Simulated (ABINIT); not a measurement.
# InH3 (Pm-3m): zone-centre phonons, part 3 of 3

Aim: the zone-centre modes of InH3 (Pm-3m).

ABINIT 10.8.3; DFT PBEsol, scalar-relativistic, plane waves, PseudoDojo norm-conserving pseudopotentials.

So far. Step 5 (Relaxing the cell and atoms): The volume changes by -0.1 % in this run and stands -28.2 % from the first cell. Step 7 (Zone-centre response): The acoustic modes at Γ come out as far as 0.6 cm⁻¹ from zero, where they should vanish, a small numerical error. The relaxed cell has a = 3.822 Å (conventional setting).

The structure was built from a prototype and need not be the compound's stable phase.

### Step 8. Zone-centre analysis

anaddb reads the merged derivatives and imposes the acoustic sum rule.

anaddb.abi reads:

```
ddb_filepath "gamma_DDB"
output_file "anaddb.abo"
outdata_prefix "anaddb"
asr 1
chneut 1
enunit 2
eivec 1
nph1l 1
qph1l 0.0 0.0 0.0 1.0
```

mrgddb.in reads:

```
gamma_DDB
merged
2
dfpt_gammao_DDB
gso_DDB
```

Launch:

```
> mrgddb < mrgddb.in > mrgddb.log
> OMP_NUM_THREADS=1 anaddb anaddb.abi > anaddb.log
```

anaddb.abo, the main output file:

```text
-outvars_anaddb: echo values of input variables ----------------------

 Miscellaneous information :
      enunit         2
       eivec         1
         asr         1
 First list of wavevector (reduced coord.) :
       nph1l         1
       qph1l
                     0.00000000E+00  0.00000000E+00  0.00000000E+00    1.000E+00

================================================================================

 read the DDB information and perform some checks

  ==== Info on the Cryst% object ====
 Real(R)+Recip(G) space primitive vectors, cartesian coordinates (Bohr,Bohr^-1):
 R(1)=  7.2226460  0.0000000  0.0000000  G(1)=  0.1384534  0.0000000  0.0000000
 R(2)=  0.0000000  7.2226460  0.0000000  G(2)=  0.0000000  0.1384534  0.0000000
 R(3)=  0.0000000  0.0000000  7.2226460  G(3)=  0.0000000  0.0000000  0.1384534
 Unit cell volume ucvol=  3.7678099E+02 bohr^3
 Angles (23,13,12)=  9.00000000E+01  9.00000000E+01  9.00000000E+01 degrees
 Time-reversal symmetry is present
 Reduced atomic positions [iatom, xred, symbol]:
    1)    0.0000000  0.0000000  0.0000000  In
    2)    0.5000000  0.0000000  0.0000000   H
    3)    0.0000000  0.5000000  0.0000000   H
    4)    0.0000000  0.0000000  0.5000000   H

 DDB file with 3 blocks has been read.

================================================================================

 Treat the first list of vectors

  Phonon wavevector (reduced coordinates) :  0.00000  0.00000  0.00000
 Phonon energies in Hartree :
   0.000000E+00  0.000000E+00  0.000000E+00  1.508407E-03  1.508407E-03
   1.508407E-03  1.990396E-03  1.990396E-03  1.990396E-03  6.921640E-03
   6.921640E-03  6.921640E-03
 Phonon energies in meV     :
-  0.000000E+00  0.000000E+00  0.000000E+00  4.104583E+01  4.104583E+01
-  4.104583E+01  5.416144E+01  5.416144E+01  5.416144E+01  1.883474E+02
-  1.883474E+02  1.883474E+02
 Phonon frequencies in cm-1    :
-  0.000000E+00  0.000000E+00  0.000000E+00  3.310570E+02  3.310570E+02
-  3.310570E+02  4.368415E+02  4.368415E+02  4.368415E+02  1.519124E+03
-  1.519124E+03  1.519124E+03
 Phonon frequencies in Thz     :
-  0.000000E+00  0.000000E+00  0.000000E+00  9.924839E+00  9.924839E+00
-  9.924839E+00  1.309618E+01  1.309618E+01  1.309618E+01  4.554220E+01
-  4.554220E+01  4.554220E+01
 Phonon energies in Kelvin  :
-  0.000000E+00  0.000000E+00  0.000000E+00  4.763171E+02  4.763171E+02
-  4.763171E+02  6.285174E+02  6.285174E+02  6.285174E+02  2.185681E+03
-  2.185681E+03  2.185681E+03

 Eigendisplacements
 (will be given, for each mode : in cartesian coordinates
   for each atom the real part of the displacement vector,
   then the imaginary part of the displacement vector - absolute values smaller than 1.0d-7 are set to zero)
  Mode number    1   Energy    0.000000E+00
 Attention : low frequency mode.
   (Could be unstable or acoustic mode)
-  1  0.00000000E+00  0.00000000E+00  2.15757815E-03
-     0.00000000E+00  0.00000000E+00  0.00000000E+00
-  2  0.00000000E+00  0.00000000E+00  2.15757984E-03
-     0.00000000E+00  0.00000000E+00  0.00000000E+00
-  3  0.00000000E+00  0.00000000E+00  2.15757984E-03
-     0.00000000E+00  0.00000000E+00  0.00000000E+00
-  4  0.00000000E+00  0.00000000E+00  2.15757925E-03
-     0.00000000E+00  0.00000000E+00  0.00000000E+00
  Mode number    2   Energy    0.000000E+00
 Attention : low frequency mode.
   (Could be unstable or acoustic mode)
-  1  0.00000000E+00 -2.15757814E-03  0.00000000E+00
-     0.00000000E+00  0.00000000E+00  0.00000000E+00
-  2  0.00000000E+00 -2.15757983E-03  0.00000000E+00
-     0.00000000E+00  0.00000000E+00  0.00000000E+00
-  3  0.00000000E+00 -2.15757924E-03  0.00000000E+00
-     0.00000000E+00  0.00000000E+00  0.00000000E+00
-  4  0.00000000E+00 -2.15757983E-03  0.00000000E+00
-     0.00000000E+00  0.00000000E+00  0.00000000E+00
  Mode number    3   Energy    0.000000E+00
 Attention : low frequency mode.
   (Could be unstable or acoustic mode)
-  1  2.15757814E-03  0.00000000E+00  0.00000000E+00
-     0.00000000E+00  0.00000000E+00  0.00000000E+00
-  2  2.15757924E-03  0.00000000E+00  0.00000000E+00
-     0.00000000E+00  0.00000000E+00  0.00000000E+00
-  3  2.15757983E-03  0.00000000E+00  0.00000000E+00
-     0.00000000E+00  0.00000000E+00  0.00000000E+00
-  4  2.15757983E-03  0.00000000E+00  0.00000000E+00
-     0.00000000E+00  0.00000000E+00  0.00000000E+00
  Mode number    4   Energy    1.508407E-03
-  1  0.00000000E+00  0.00000000E+00 -3.26123269E-04
-     0.00000000E+00  0.00000000E+00  0.00000000E+00
-  2  0.00000000E+00 -1.55665517E-06  1.58497647E-02
-     0.00000000E+00  0.00000000E+00  0.00000000E+00
-  3  0.00000000E+00 -5.35354101E-07  1.58497647E-02
-     0.00000000E+00  0.00000000E+00  0.00000000E+00
-  4  0.00000000E+00 -1.55665517E-06  5.45094168E-03
-     0.00000000E+00  0.00000000E+00  0.00000000E+00
  Mode number    5   Energy    1.508407E-03
-  1  0.00000000E+00 -3.26123268E-04  0.00000000E+00
-     0.00000000E+00  0.00000000E+00  0.00000000E+00
-  2 -3.91556572E-07  1.58497647E-02  1.55665176E-06
-     0.00000000E+00  0.00000000E+00  0.00000000E+00
-  3 -1.13853347E-06  5.45094166E-03  1.55665176E-06
-     0.00000000E+00  0.00000000E+00  0.00000000E+00
-  4 -1.13853347E-06  1.58497647E-02  5.35352928E-07
-     0.00000000E+00  0.00000000E+00  0.00000000E+00
  Mode number    6   Energy    1.508407E-03
-  1  3.26123270E-04  0.00000000E+00  0.00000000E+00
-     0.00000000E+00  0.00000000E+00  0.00000000E+00
-  2 -5.45094169E-03 -1.13852881E-06  0.00000000E+00
-     0.00000000E+00  0.00000000E+00  0.00000000E+00
-  3 -1.58497648E-02 -3.91554969E-07  0.00000000E+00
-     0.00000000E+00  0.00000000E+00  0.00000000E+00
-  4 -1.58497648E-02 -1.13852881E-06  0.00000000E+00
-     0.00000000E+00  0.00000000E+00  0.00000000E+00
  Mode number    7   Energy    1.990396E-03
-  1  0.00000000E+00  0.00000000E+00  0.00000000E+00
-     0.00000000E+00  0.00000000E+00  0.00000000E+00
-  2  0.00000000E+00  8.54708715E-06  1.64963382E-02
-     0.00000000E+00  0.00000000E+00  0.00000000E+00
-  3 -3.07333765E-07  0.00000000E+00 -1.64963382E-02
-     0.00000000E+00  0.00000000E+00  0.00000000E+00
-  4  3.07333765E-07 -8.54708715E-06  0.00000000E+00
-     0.00000000E+00  0.00000000E+00  0.00000000E+00
  Mode number    8   Energy    1.990396E-03
-  1  0.00000000E+00  0.00000000E+00  0.00000000E+00
-     0.00000000E+00  0.00000000E+00  0.00000000E+00
-  2  0.00000000E+00  1.64963382E-02 -8.54710407E-06
-     0.00000000E+00  0.00000000E+00  0.00000000E+00
-  3 -9.08660314E-07  0.00000000E+00  8.54710407E-06
-     0.00000000E+00  0.00000000E+00  0.00000000E+00
-  4  9.08660314E-07 -1.64963382E-02  0.00000000E+00
-     0.00000000E+00  0.00000000E+00  0.00000000E+00
  Mode number    9   Energy    1.990396E-03
-  1  0.00000000E+00  0.00000000E+00  0.00000000E+00
-     0.00000000E+00  0.00000000E+00  0.00000000E+00
-  2  0.00000000E+00  9.08819428E-07  3.06862928E-07
-     0.00000000E+00  0.00000000E+00  0.00000000E+00
-  3  1.64963404E-02  0.00000000E+00 -3.06862928E-07
-     0.00000000E+00  0.00000000E+00  0.00000000E+00
-  4 -1.64963404E-02 -9.08819428E-07  0.00000000E+00
-     0.00000000E+00  0.00000000E+00  0.00000000E+00
  Mode number   10   Energy    6.921640E-03
-  1  0.00000000E+00  0.00000000E+00  1.27430047E-04
-     0.00000000E+00  0.00000000E+00  0.00000000E+00
-  2  0.00000000E+00  0.00000000E+00  4.03225161E-03
-     0.00000000E+00  0.00000000E+00  0.00000000E+00
-  3  0.00000000E+00  0.00000000E+00  4.03225161E-03
-     0.00000000E+00  0.00000000E+00  0.00000000E+00
-  4  0.00000000E+00  0.00000000E+00 -2.25807569E-02
-     0.00000000E+00  0.00000000E+00  0.00000000E+00
  Mode number   11   Energy    6.921640E-03
-  1  0.00000000E+00 -1.27430047E-04  0.00000000E+00
-     0.00000000E+00  0.00000000E+00  0.00000000E+00
-  2 -4.44243174E-07 -4.03225161E-03  0.00000000E+00
-     0.00000000E+00  0.00000000E+00  0.00000000E+00
-  3  0.00000000E+00  2.25807569E-02  0.00000000E+00
-     0.00000000E+00  0.00000000E+00  0.00000000E+00
-  4  0.00000000E+00 -4.03225161E-03  0.00000000E+00
-     0.00000000E+00  0.00000000E+00  0.00000000E+00
  Mode number   12   Energy    6.921640E-03
-  1  1.27430047E-04  0.00000000E+00  0.00000000E+00
-     0.00000000E+00  0.00000000E+00  0.00000000E+00
-  2 -2.25807569E-02  0.00000000E+00  0.00000000E+00
-     0.00000000E+00  0.00000000E+00  0.00000000E+00
-  3  4.03225161E-03 -4.44243174E-07  0.00000000E+00
-     0.00000000E+00  0.00000000E+00  0.00000000E+00
-  4  4.03225161E-03  0.00000000E+00  0.00000000E+00
-     0.00000000E+00  0.00000000E+00  0.00000000E+00

 Analysis of degeneracies and characters (maximum tolerance=1.00E-06 a.u.)
 For each vibration mode, or group of modes if degenerate,
 the characters are given for each symmetry operation (see the list in the log file).
 Symmetry characters of vibration mode #   1
       degenerate with vibration modes #   2 to    3
  3.0 -3.0 -1.0  1.0 -1.0  1.0 -1.0  1.0  1.0 -1.0 -1.0  1.0  1.0 -1.0 -1.0  1.0
  0.0 -0.0  0.0 -0.0 -0.0  0.0 -0.0  0.0  1.0 -1.0 -1.0  1.0 -1.0  1.0  1.0 -1.0
  0.0 -0.0 -0.0  0.0 -0.0  0.0  0.0 -0.0  1.0 -1.0  1.0 -1.0 -1.0  1.0 -1.0  1.0
 Symmetry characters of vibration mode #   4
       degenerate with vibration modes #   5 to    6
  3.0 -3.0 -1.0  1.0 -1.0  1.0 -1.0  1.0  1.0 -1.0 -1.0  1.0  1.0 -1.0 -1.0  1.0
  0.0 -0.0 -0.0  0.0 -0.0  0.0 -0.0  0.0  1.0 -1.0 -1.0  1.0 -1.0  1.0  1.0 -1.0
  0.0 -0.0 -0.0  0.0 -0.0  0.0 -0.0  0.0  1.0 -1.0  1.0 -1.0 -1.0  1.0 -1.0  1.0
 Symmetry characters of vibration mode #   7
       degenerate with vibration modes #   8 to    9
  3.0 -3.0 -1.0  1.0 -1.0  1.0 -1.0  1.0 -1.0  1.0  1.0 -1.0 -1.0  1.0  1.0 -1.0
 -0.0  0.0  0.0 -0.0 -0.0  0.0  0.0 -0.0 -1.0  1.0  1.0 -1.0  1.0 -1.0 -1.0  1.0
 -0.0  0.0 -0.0  0.0  0.0 -0.0  0.0 -0.0 -1.0  1.0 -1.0  1.0  1.0 -1.0  1.0 -1.0
 Symmetry characters of vibration mode #  10
       degenerate with vibration modes #  11 to   12
  3.0 -3.0 -1.0  1.0 -1.0  1.0 -1.0  1.0  1.0 -1.0 -1.0  1.0  1.0 -1.0 -1.0  1.0
  0.0 -0.0 -0.0  0.0  0.0 -0.0 -0.0  0.0  1.0 -1.0 -1.0  1.0 -1.0  1.0  1.0 -1.0
  0.0 -0.0  0.0 -0.0 -0.0  0.0 -0.0  0.0  1.0 -1.0  1.0 -1.0 -1.0  1.0 -1.0  1.0
-
```

It took 0.51 s on 1 thread of Arm Neoverse V1, shared host.

Numbers from this step:

```yaml
lowest_optical_zone_centre_mode: 331.1 cm⁻¹
```

No LO-TO term; unit eigenvectors of the mass-weighted matrix, from anaddb's displacements. The modes at Γ (shares of kinetic energy by element, %):

| mode | frequency (cm⁻¹) | symmetry | In % | H % |
| --- | --- | --- | --- | --- |
| 1 | 0.0 | acoustic | 97 | 3 |
| 2 | 0.0 | acoustic | 97 | 3 |
| 3 | 0.0 | acoustic | 97 | 3 |
| 4 | 331.1 | T1u | 2 | 98 |
| 5 | 331.1 | T1u | 2 | 98 |
| 6 | 331.1 | T1u | 2 | 98 |
| 7 | 436.8 | T2u | 0 | 100 |
| 8 | 436.8 | T2u | 0 | 100 |
| 9 | 436.8 | T2u | 0 | 100 |
| 10 | 1519.1 | T1u | 0 | 100 |
| 11 | 1519.1 | T1u | 0 | 100 |
| 12 | 1519.1 | T1u | 0 | 100 |

Displacements in mode 4 (331.1 cm⁻¹), the largest set to 1:
```
In1  0.00  0.00 -0.02
H2   0.00  0.00  1.00
H3   0.00  0.00  1.00
H4   0.00  0.00  0.34
```

Displacements in mode 7 (436.8 cm⁻¹), the largest set to 1:
```
In1  0.00  0.00  0.00
H2   0.00  0.00  1.00
H3   0.00  0.00 -1.00
H4   0.00  0.00  0.00
```

The rule moves no optical mode by more than 0.1 cm⁻¹.

### Step 9. Results

```yaml
space_group_after_relaxation: Pm-3m
volume_per_atom: 14.0 Å³
highest_optical_zone_centre_mode_no_lo_to_term: 1519 cm⁻¹
lowest_optical_zone_centre_mode: 331.1 cm⁻¹
imaginary_optical_modes_at_the_zone_centre_no_q_mesh_in_this_session: none
```

In words: At the PBEsol level the optical modes of InH3 (Pm-3m) at the zone centre run from 331 to 1519 cm⁻¹. These are harmonic frequencies at zero temperature: anharmonic shifts and linewidths and thermal expansion are left out. In a metal the frequencies hang on the k mesh and the smearing, most of all near Kohn anomalies. The structure is a hypothetical one, built on a prototype.

[Host names and launcher messages were left out of these logs when they were recorded.]

[Logs are printed without paths, hosts, clocks, repeated set-up lines and the standing remarks that a program may print on its own settings, such as how far it seeks lower states.]

[Hosts, paths, dates, database ids (printed as entryN), source tags and the programs' standing remarks are cut or masked in the printed files.]
